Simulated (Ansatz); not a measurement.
# Ba on Cu(111): change of the work function, part 3 of 5

How does Ba on the fcc site change the work function of Cu(111) as the layer fills?

Ansatz 0.2.0; plane-wave DFT, RPBE, Ansatz PAW (the session's first sound run).

So far, work function, upper face (eV): step 2 (the clean slab) 4.67; step 3 (37 atoms, coverage 0.111 ML, cell 3x3) 1.65.

**4. Adsorbate added, k-mesh 7×7×1, coverage 0.25 ML**

System of this step: Ba/Cu(111). The cell holds 17 atoms: 16 Cu and 1 Ba. Its edges and angles: a = 5.105 Å, b = 5.105 Å, c = 27.678 Å, α = 90.0°, β = 90.0°, γ = 60.0°. Vacuum lies along c.

Another coverage, to see how the dipoles act on each other as their distance changes.

File input.yaml:

```yaml
crystal:
  lattice:
    - [5.1053109602, 1.0e-10, 0.0]
    - [2.5526554801, 4.4213289858, 0.0]
    - [0.0, 0.0, 27.6780876454]
  atoms:
    - { symbol: Cu, position: [0.0, 0.0, 0.3251669738] }
    - { symbol: Cu, position: [0.1666666667, 0.1666666667, 0.4004696645] }
    - { symbol: Cu, position: [0.3333333333, 0.3333333333, 0.4776000559] }
    - { symbol: Cu, position: [0.0, 0.0, 0.5544443697] }
    - { symbol: Cu, position: [0.0, 0.5, 0.3251669738] }
    - { symbol: Cu, position: [0.1666666667, 0.6666666667, 0.4004696645] }
    - { symbol: Cu, position: [0.3333333333, 0.8333333333, 0.4776000559] }
    - { symbol: Cu, position: [0.0, 0.5, 0.5544443697] }
    - { symbol: Cu, position: [0.5, 0.0, 0.3251669738] }
    - { symbol: Cu, position: [0.6666666667, 0.1666666667, 0.4004696645] }
    - { symbol: Cu, position: [0.8333333333, 0.3333333333, 0.4776000559] }
    - { symbol: Cu, position: [0.5, 0.0, 0.5544443697] }
    - { symbol: Cu, position: [0.5, 0.5, 0.3251669738] }
    - { symbol: Cu, position: [0.6666666667, 0.6666666667, 0.4004696645] }
    - { symbol: Cu, position: [0.8333333333, 0.8333333333, 0.4776000559] }
    - { symbol: Cu, position: [0.5, 0.5, 0.5544443697] }
    - { symbol: Ba, position: [0.1666666667, 0.1666666667, 0.6748330262] }
kpoints:
  mp_grid: { grid: [7, 7, 1] }
hamiltonian:
  xc: rpbe
scf:
  occupations: { method: fermi_dirac, width: 0.1 }
  convergence: { dr2_threshold: 1.0e-08 }
efield:
  axis: 3
  dipole_correction: true
  ramp_position: 0.97
  ramp_width: 0.06
relax:
  f_tol: 0.02
  max_steps: 60
  constraints: [{ sites: [0, 1, 4, 5, 8, 9, 12, 13] }]
output:
  bader: true
  dos: { projected: true, e_range: [-8, 4] }
  write_potential: true
  write_density: true
  volumetric_format: npy
  elf: true
```

Command:

```sh
ansatz run input.yaml --threads 4 --pin off --max-ram 12288MiB --backend cpu --events-out ev --progress --plain --runs-dir out
```

Numbers of over 12 decimals in the logs are rounded to 6 here.

What it wrote:

```text
[...]
Crystal: 17 atoms, lattice volume = 624.757 Å³
Basis set: ecut = 420 eV, 12303 PW (Γ), exchange–correlation on 72×72×384 points (8 copies of the dense FFT grid, shifted against one another)
Bands: 189, of which v1, the nominal top of the filled ones, is band 157 counted from 1 (156 counted from 0)
Symmetry: 6 space group operations
[...]
k-points: 8 of 49 (time reversal used)
[...]
SCF iter   1: F=—  HF=-112042.617703 eV  |F-HF|=—  |Δ(HF+E_count)|=         —  Δρ=5.45e-3  dr2=5.37e-1  ethr=1.77e-3  p=0.286 e·Å  D=8.28e-2 V/Å  ΔV_dip=-2.29 eV  dr2_dipole=3.28e-1  V_vac-E_F(+/−)=2.39/4.69 eV  ⟨swp⟩=9.0  Hψ=6824  notcnv=0  defer=93
[...]
SCF iter  14: F=-112042.611248 eV  HF=-112042.611248 eV  |F-HF|=3.09e-8  |Δ(HF+E_count)|=   1.23e-8  Δρ=1.25e-6  dr2=8.33e-9  ethr=3.18e-12  p=0.251 e·Å  D=7.28e-2 V/Å  ΔV_dip=-2.02 eV  dr2_dipole=1.69e-11  V_vac-E_F(+/−)=2.62/4.63 eV  ⟨swp⟩=17.0  Hψ=14472  notcnv=0
SCF 1 converged in 14 iterations: F = -112042.611248 eV  dr2 = 8.33e-9
[...]
relax step   1: F+E_penalty+E_count = -112042.61124756 eV  Δ(F+E_penalty+E_count) = +0.000e0 eV  max|allowed force component| = 7.500e-1 eV/Å  Δτ_max = 0.0000 Å  (14 SCF iters, accepted)
[...]
SCF iter  14: F=-112042.705724 eV  HF=-112042.705724 eV  |F-HF|=3.59e-9  |Δ(HF+E_count)|=   1.08e-8  Δρ=7.96e-7  dr2=3.58e-9  ethr=3.18e-12  p=0.251 e·Å  D=7.27e-2 V/Å  ΔV_dip=-2.01 eV  dr2_dipole=4.23e-10  V_vac-E_F(+/−)=2.61/4.63 eV  ⟨swp⟩=6.8  Hψ=10552  notcnv=0
SCF 2 converged in 14 iterations: F = -112042.705724 eV  dr2 = 3.58e-9
relax step   2: F+E_penalty+E_count = -112042.70572391 eV  Δ(F+E_penalty+E_count) = -9.448e-2 eV  max|allowed force component| = 6.864e-1 eV/Å  Δτ_max = 0.1255 Å  (14 SCF iters, accepted)
SCF iter   1: F=—  HF=-112042.856258 eV  |F-HF|=—  |Δ(HF+E_count)|=         —  Δρ=2.53e-3  dr2=1.10e-1  ethr=2.51e-4  p=0.251 e·Å  D=7.27e-2 V/Å  ΔV_dip=-2.01 eV  dr2_dipole=2.14e-6  V_vac-E_F(+/−)=2.61/4.62 eV  ⟨swp⟩=6.5  Hψ=4243  notcnv=0  defer=112
[...]
SCF iter  15: F=-112042.841564 eV  HF=-112042.841564 eV  |F-HF|=1.27e-8  |Δ(HF+E_count)|=   2.67e-8  Δρ=1.43e-6  dr2=9.93e-9  ethr=3.18e-12  p=0.253 e·Å  D=7.34e-2 V/Å  ΔV_dip=-2.03 eV  dr2_dipole=1.15e-9  V_vac-E_F(+/−)=2.59/4.62 eV  ⟨swp⟩=9.8  Hψ=10902  notcnv=0
SCF 3 converged in 15 iterations: F = -112042.841564 eV  dr2 = 9.93e-9
relax step   3: F+E_penalty+E_count = -112042.84156384 eV  Δ(F+E_penalty+E_count) = -1.358e-1 eV  max|allowed force component| = 4.503e-1 eV/Å  Δτ_max = 0.1990 Å  (15 SCF iters, accepted)
[...]
relax step   4: F+E_penalty+E_count = -112042.90575519 eV  Δ(F+E_penalty+E_count) = -6.419e-2 eV  max|allowed force component| = 1.104e-1 eV/Å  Δτ_max = 0.1997 Å  (16 SCF iters, accepted)
[...]
relax step   5: F+E_penalty+E_count = -112042.91711484 eV  Δ(F+E_penalty+E_count) = -1.136e-2 eV  max|allowed force component| = 5.800e-2 eV/Å  Δτ_max = 0.0669 Å  (13 SCF iters, accepted)
SCF iter   1: F=—  HF=-112042.920758 eV  |F-HF|=—  |Δ(HF+E_count)|=         —  Δρ=1.28e-3  dr2=5.54e-3  ethr=3.06e-5  p=0.264 e·Å  D=7.65e-2 V/Å  ΔV_dip=-2.12 eV  dr2_dipole=3.46e-4  V_vac-E_F(+/−)=2.50/4.62 eV  ⟨swp⟩=3.0  Hψ=3241  notcnv=0  defer=114
[...]
SCF iter  12: F=-112042.918453 eV  HF=-112042.918453 eV  |F-HF|=2.75e-9  |Δ(HF+E_count)|=   6.56e-9  Δρ=5.63e-7  dr2=3.87e-9  ethr=3.18e-12  p=0.266 e·Å  D=7.71e-2 V/Å  ΔV_dip=-2.13 eV  dr2_dipole=1.50e-11  V_vac-E_F(+/−)=2.48/4.62 eV  ⟨swp⟩=8.9  Hψ=10479  notcnv=0
SCF 6 converged in 12 iterations: F = -112042.918453 eV  dr2 = 3.87e-9
[...]
relax step   6: F+E_penalty+E_count = -112042.91845321 eV  Δ(F+E_penalty+E_count) = -1.338e-3 eV  max|allowed force component| = 1.158e-2 eV/Å  Δτ_max = 0.0403 Å  (12 SCF iters, accepted)
[...]
SCF converged after 12 iterations
Free energy (F): -112042.918453 eV
[...]
Internal energy: -112042.692012 eV  (E = F + TS)
E sigma→0 (E₀):  -112042.805232 eV
Entropy (-TS):   -0.226442 eV (-13.320 meV/atom)
Fermi energy:    3.697227 eV
Dipole field:    D = 0.077062 V/Å  (p = 0.266065 e·Å, saw-weighted, corrected)
Work function:   Φ+ = 2.4830 eV   Φ− = 4.6160 eV
[...]
--- Forces (eV/Å), atoms counted from 1 ---
  atom   1  Cu     0.01069504     0.00617479    -0.15767922
  atom   2  Cu     0.00000000     0.00000000     0.20151575
  atom   3  Cu     0.00126896     0.00073264    -0.00055857
  atom   4  Cu    -0.00322243    -0.00186047    -0.00322307
  atom   5  Cu     0.00000000    -0.01234957    -0.15767922
  atom   6  Cu     0.04306823    -0.02486546     0.14907546
  atom   7  Cu     0.00000000    -0.00146527    -0.00055857
  atom   8  Cu    -0.00000000     0.00372094    -0.00322307
  atom   9  Cu    -0.01069504     0.00617479    -0.15767922
  atom  10  Cu    -0.00000000     0.04973091     0.14907546
  atom  11  Cu    -0.00126896     0.00073264    -0.00055857
  atom  12  Cu     0.00322243    -0.00186047    -0.00322307
  atom  13  Cu    -0.00000000    -0.00000000    -0.17819630
  atom  14  Cu    -0.04306823    -0.02486546     0.14907546
  atom  15  Cu    -0.00000000     0.00000000     0.00628398
  atom  16  Cu    -0.00000000     0.00000000    -0.00400858
  atom  17  Ba     0.00000000    -0.00000000     0.01157694
  max |Σ_I F_I| component: 1.56e-5 eV/Å
--- Band table (eV; the first three rows and the last of 8) ---
  k-point 0: bands = [... 153 lower, 3.3382, 3.3594, 3.3594, 3.6718, 4.1016, 4.2660, 4.2660, 4.6465, ... 28 higher]
  k-point 1: bands = [... 153 lower, 3.1584, 3.1883, 3.4285, 3.4423, 3.8605, 4.0283, 4.0872, 4.2220, ... 28 higher]
  k-point 2: bands = [... 153 lower, 2.8148, 3.2261, 3.5038, 3.5163, 3.6906, 3.9424, 4.0007, 4.4592, ... 28 higher]
  k-point 7: bands = [... 153 lower, 2.1890, 2.4670, 2.9580, 3.0380, 3.9360, 4.3301, 4.4481, 4.8131, ... 28 higher]
--- Relaxed structure (6 steps of the walk, 6 accepted, 0 SCFs on fresh bases) ---
  F+E_penalty+E_count = -112042.91845321 eV   max|allowed force component| = 1.158e-2 eV/Å
  atoms:
[...]
- { symbol: Cu, position: [0.166667, 0.166667, 0.4004696645] }
    - { symbol: Cu, position: [0.334288, 0.334288, 0.477670] }
    - { symbol: Cu, position: [-0.00178469, -0.00178469, 0.553374] }
    - { symbol: Cu, position: [-2.7755575615628914e-17, 0.500000, 0.3251669738] }
    - { symbol: Cu, position: [0.166667, 0.666667, 0.4004696645] }
    - { symbol: Cu, position: [0.334288, 0.831424, 0.477670] }
    - { symbol: Cu, position: [-0.00178469, 0.503569, 0.553374] }
    - { symbol: Cu, position: [0.500000, -1.7959490104087922e-17, 0.3251669738] }
    - { symbol: Cu, position: [0.666667, 0.166667, 0.4004696645] }
    - { symbol: Cu, position: [0.831424, 0.334288, 0.477670] }
    - { symbol: Cu, position: [0.503569, -0.00178469, 0.553374] }
    - { symbol: Cu, position: [0.500000, 0.500000, 0.3251669738] }
    - { symbol: Cu, position: [0.666667, 0.666667, 0.4004696645] }
    - { symbol: Cu, position: [0.833333, 0.833333, 0.475855] }
    - { symbol: Cu, position: [0.500000, 0.500000, 0.561160] }
    - { symbol: Ba, position: [0.166667, 0.166667, 0.652896] }
--- Bader charges: 17 sites ---
  site symbol  charge [e]  shift [e]
     0     Cu     -0.0185     0.0001
     1     Cu      0.0221     0.0002
     2     Cu      0.0087     0.0001
     3     Cu     -0.1962     0.0001
     4     Cu     -0.0185     0.0001
     5     Cu      0.0211     0.0002
     6     Cu      0.0087     0.0001
     7     Cu     -0.1962     0.0001
     8     Cu     -0.0185     0.0001
     9     Cu      0.0211     0.0002
    10     Cu      0.0087     0.0001
    11     Cu     -0.1962     0.0001
    12     Cu     -0.0189     0.0002
    13     Cu      0.0211     0.0002
    14     Cu     -0.0150     0.0001
    15     Cu     -0.2533     0.0001
    16     Ba      0.8197     0.0000
  estimated error of the sums over rays = 3.3e-4 e
```

Run time: 6.1 min. Hardware: 4 threads of Arm Neoverse V2, shared host; peak memory 3 GiB.

The steps of the relaxation:

| step | energy less that of the first step (eV) | largest force component (eV/Å) |
| --- | --- | --- |
| 1 | 0.0000 | 0.7500 |
| 2 | -0.0945 | 0.6864 |
| 3 | -0.2303 | 0.4503 |
| 4 | -0.2945 | 0.1104 |
| 5 | -0.3059 | 0.0580 |
| 6 | -0.3072 | 0.0116 |

Forces are held to the 6 operations that the run works with; a distortion that breaks them can't arise in this run.

The atoms that moved most (Å):

| atom | dx | dy | dz | length |
| --- | --- | --- | --- | --- |
| Ba17 | 0.000 | 0.000 | -0.607 | 0.607 |
| Cu16 | 0.000 | 0.000 | 0.186 | 0.186 |
| Cu15 | 0.000 | 0.000 | -0.048 | 0.048 |
| Cu4 | -0.014 | -0.008 | -0.030 | 0.034 |
| Cu12 | 0.014 | -0.008 | -0.030 | 0.034 |
| Cu8 | 0.000 | 0.016 | -0.030 | 0.034 |
| Cu11 | -0.007 | 0.004 | 0.002 | 0.009 |
| Cu7 | 0.000 | -0.008 | 0.002 | 0.009 |

Final coordinates:

```cif
data_structure
_symmetry_space_group_name_H-M 'P 1'
_symmetry_Int_Tables_number 1
_cell_length_a 5.1053
_cell_length_b 5.1053
_cell_length_c 27.6781
_cell_angle_alpha 90.000
_cell_angle_beta 90.000
_cell_angle_gamma 60.000
_cell_volume 624.76
loop_
_atom_site_label
_atom_site_type_symbol
_atom_site_fract_x
_atom_site_fract_y
_atom_site_fract_z
_atom_site_occupancy
Cu1 Cu 0.00000 0.00000 0.32517 1
Cu2 Cu 0.16667 0.16667 0.40047 1
Cu3 Cu 0.33429 0.33429 0.47767 1
Cu4 Cu 0.99822 0.99822 0.55337 1
Cu5 Cu 0.00000 0.50000 0.32517 1
Cu6 Cu 0.16667 0.66667 0.40047 1
Cu7 Cu 0.33429 0.83142 0.47767 1
Cu8 Cu 0.99822 0.50357 0.55337 1
Cu9 Cu 0.50000 0.00000 0.32517 1
Cu10 Cu 0.66667 0.16667 0.40047 1
Cu11 Cu 0.83142 0.33429 0.47767 1
Cu12 Cu 0.50357 0.99822 0.55337 1
Cu13 Cu 0.50000 0.50000 0.32517 1
Cu14 Cu 0.66667 0.66667 0.40047 1
Cu15 Cu 0.83333 0.83333 0.47586 1
Cu16 Cu 0.50000 0.50000 0.56116 1
Ba17 Ba 0.16667 0.16667 0.65290 1
```

Numbers from this step:

- energy at zero smearing: -112042.8052 eV
- work function, upper face: 2.483 eV
- work function, lower face: 4.616 eV
- dipole along the normal: 0.2661 e·Å
- step between the vacuum levels: -2.133 eV

Running mean over 2.084 Å of the planar mean; the ramp of the sawtooth is left out. The electron's electrostatic potential energy less the Fermi level by z:

| z (Å) | electron's electrostatic potential energy less the Fermi level (eV) |
| --- | --- |
| 4 | 4.62 |
| 5 | 4.61 |
| 6 | 4.56 |
| 7 | 3.92 |
| 8 | -2.89 |
| 9 | -8.65 |
| 10 | -8.89 |
| 11 | -8.92 |
| 12 | -8.53 |
| 13 | -8.82 |
| 14 | -8.30 |
| 15 | -8.56 |
| 16 | -6.97 |
| 17 | -1.91 |
| 18 | -4.08 |
| 19 | -2.39 |
| 20 | 1.04 |
| 21 | 2.13 |
| 22 | 2.40 |
| 23 | 2.47 |
| 24 | 2.48 |

The density of states has structure finer than the step of the table below, so its rows give means over 0.5 eV, whole bins alone (the curve runs from -8 to 1.98 eV). Peaks (eV: height): -3.10: 79.2, -2.95: 82.4, -2.71: 98.4, -2.38: 87.6, -2.02: 93.7, -1.80: 88.7, -1.62: 104.

Table of density of states by energy, zero at the Fermi level; means over each step:

| energy (eV) | density of states (states/eV a cell) |
| --- | --- |
| -7.5 | 1.88 |
| -7.0 | 2.27 |
| -6.5 | 1.95 |
| -6.0 | 3.94 |
| -5.5 | 3.28 |
| -5.0 | 8.85 |
| -4.5 | 18.7 |
| -4.0 | 31.5 |
| -3.5 | 36.2 |
| -3.0 | 63.1 |
| -2.5 | 58.0 |
| -2.0 | 65.5 |
| -1.5 | 41.1 |
| -1.0 | 6.02 |
| -0.5 | 7.74 |
| 0.0 | 6.50 |
| 0.5 | 8.08 |
| 1.0 | 8.76 |
| 1.5 | 5.72 |

Projected DOS per atom over height of the atomic layer and energy from the Fermi level. Layers: Cu4 Cu4 Cu4 Cu4 Ba from below.

Ten even steps from '_' (0.00 states/eV) to '@' (5.09 states/eV), each cell a mean:
```
__________
__________
__________
________..
________..
________..
__________
==----::__
@@%%%%%%__
##++**##__
@@##**@@__
==++****__
--======__
::====::__
..::::..__
__....____
__________
__________
__________
__________
__________
__________
```
Columns: height of the atomic layer (Å) from 9 to 18.1 (not evenly spaced); rows upwards: energy from the Fermi level (eV) from -7.96 to 1.95.

Electrostatic potential energy in the ca plane at fractional y = 0.167, with atoms of Cu and Ba within 0.2 Å of it. With pseudopotentials it is smooth inside the atoms' cores, unlike the true potential.

Ten even steps from '0' (-42 eV) to '9' (7 eV), each cell a mean:
```
45799989998646898546899876678899999999999999
55799888998656898656899988889999999999999999
77898534799878999878999999999999999999999999
99996100489999999999999999999999999999999999
99985000289999999999999999999999999999999999
88996100489999999999999999999999999999999999
77898645899877999778999999999999999999999999
45799989998645898546899988888999999999999999
55799888998656898657899865568899999999999999
77898534799878999878998631136899999999999999
99996100489999999999997410014789999999999999
99985000289999999999997300003789999999999999
88996100489999999999997410014789999999999999
77898645899878999778998642246899999999999999
```
Columns run along c (16.0 Å, from fractional 0.32 to 0.90 of the cell; values clipped at the 3rd and 97th percentile), rows up along a (5.1 Å). Atoms in or near the plane, at fractional coordinates: Cu at (0.40, 0.17), Cu at (0.40, 0.67), Ba at (0.65, 0.17).

ELF in the ca plane at fractional y = 0.167, with atoms of Cu and Ba within 0.2 Å of it. It is the smooth field of the valence electrons, not physical close to the nuclei.

Values, 8 rows by 16 columns, each cell a mean:
```
0.18 0.21 0.20 0.21 0.18 0.19 0.18 0.21 0.20 0.54 0.23 0.09 0.15 0.06 0.01 0.00
0.19 0.20 0.25 0.20 0.19 0.21 0.18 0.24 0.18 0.07 0.11 0.28 0.25 0.08 0.01 0.00
0.28 0.22 0.62 0.22 0.27 0.24 0.26 0.30 0.26 0.15 0.30 0.46 0.29 0.08 0.02 0.00
0.19 0.20 0.26 0.20 0.18 0.21 0.19 0.24 0.18 0.07 0.12 0.29 0.25 0.08 0.01 0.00
0.18 0.21 0.20 0.21 0.18 0.19 0.18 0.21 0.20 0.53 0.23 0.09 0.15 0.06 0.01 0.00
0.19 0.20 0.25 0.20 0.18 0.21 0.19 0.22 0.53 0.72 0.64 0.07 0.09 0.05 0.01 0.00
0.28 0.22 0.62 0.22 0.26 0.24 0.27 0.27 0.62 0.17 0.76 0.09 0.07 0.04 0.01 0.00
0.19 0.20 0.26 0.20 0.18 0.21 0.19 0.22 0.54 0.72 0.65 0.07 0.09 0.05 0.01 0.00
```
Columns run along c (16.0 Å, from fractional 0.32 to 0.90 of the cell), rows up along a (5.1 Å). Atoms in or near the plane, at fractional coordinates: Cu at (0.40, 0.17), Cu at (0.40, 0.67), Ba at (0.65, 0.17).

Valence density in the ca plane at fractional y = 0.167, with atoms of Cu and Ba within 0.2 Å of it. It is the smooth field of the valence electrons, not physical close to the nuclei.

Ten steps, logarithmic in the rise over the least value, from '0' (0 e/Å³) to '9' (48 e/Å³), each cell a mean:
```
22100010001222101222100011110000000000000000
22100111001222101221000000000000000000000000
11101243100111000111000000000000000000000000
00002587310000000000000000000000000000000000
00012798410000000000000000000000000000000000
11002576310010000010000000000000000000000000
11101232100111000111000000000000000000000000
22100010001222101222100000000000000000000000
22100111001222101221100011110000000000000000
11101243100111000111000122221000000000000000
00002587310000000000000222222000000000000000
00012798410000000000001221122100000000000000
11002576310000000010000222222000000000000000
11101232100111000111000122221000000000000000
```
Columns run along c (16.0 Å, from fractional 0.32 to 0.90 of the cell), rows up along a (5.1 Å). Atoms in or near the plane, at fractional coordinates: Cu at (0.40, 0.17), Cu at (0.40, 0.67), Ba at (0.65, 0.17).

The relaxation took 6 steps and lowered the energy by 0.31 eV; the largest force on the free atoms ends at 0.012 eV/Å.

By hand: a sheet of dipoles makes a step −p/(ε₀A) in the electron's potential. With e/ε₀ = 180.95 V·Å, p = 0.2661 e·Å and A = 22.57 Å², that is −180.95 × (0.2661) / 22.57 = -2.133 eV, and the two vacuum levels of the run differ by -2.133 eV.

The covered face has 2.48 eV, -2.19 eV against the clean one; the bare back face has moved by -0.03 eV, a measure of how thin the slab is.

**5. Work function against coverage**

This step: plane-wave DFT, RPBE, Ansatz PAW; work function against coverage (Ansatz 0.2.0).

The runs are now put side by side.

Numbers from this step:

| Quantity | Value |
| --- | --- |
| work function of the clean face | 4.669 eV |
| largest change of the work function | -3.020 eV |

Work function of the covered face against coverage:

| coverage (adsorbates/nm²) | work function of the covered face (eV) |
| --- | --- |
| 0.00 | 4.67 |
| 1.97 | 1.65 |
| 4.43 | 2.48 |

The dipole per adsorbate comes from the change of the cell's dipole. Coverage, by row:

| coverage (1/nm²) | coverage (ML) | work function (eV) | change (eV) | dipole per adsorbate, positive end outwards (debye) | mean height of the added atoms over the highest substrate atom (Å) |
| --- | --- | --- | --- | --- | --- |
| 1.969 | 0.1111 | 1.649 | -3.02 | 4.111 | 2.466 |
| 4.43 | 0.25 | 2.483 | -2.186 | 1.29 | 2.539 |

(Part 3 of 5 ends here.)

[Logs are printed without paths, hosts, clocks, repeated set-up lines and the standing remarks that a program may print on its own settings, such as how far it seeks lower states.]

[Hosts, paths, dates, database ids (printed as entryN), source tags and the programs' standing remarks are cut or masked in the printed files.]

[Maps of the electrostatic potential energy from Ansatz leave out the sawtooth potential of an applied field or a dipole correction, so their vacuum need not be flat; planar profiles and work functions include it.]
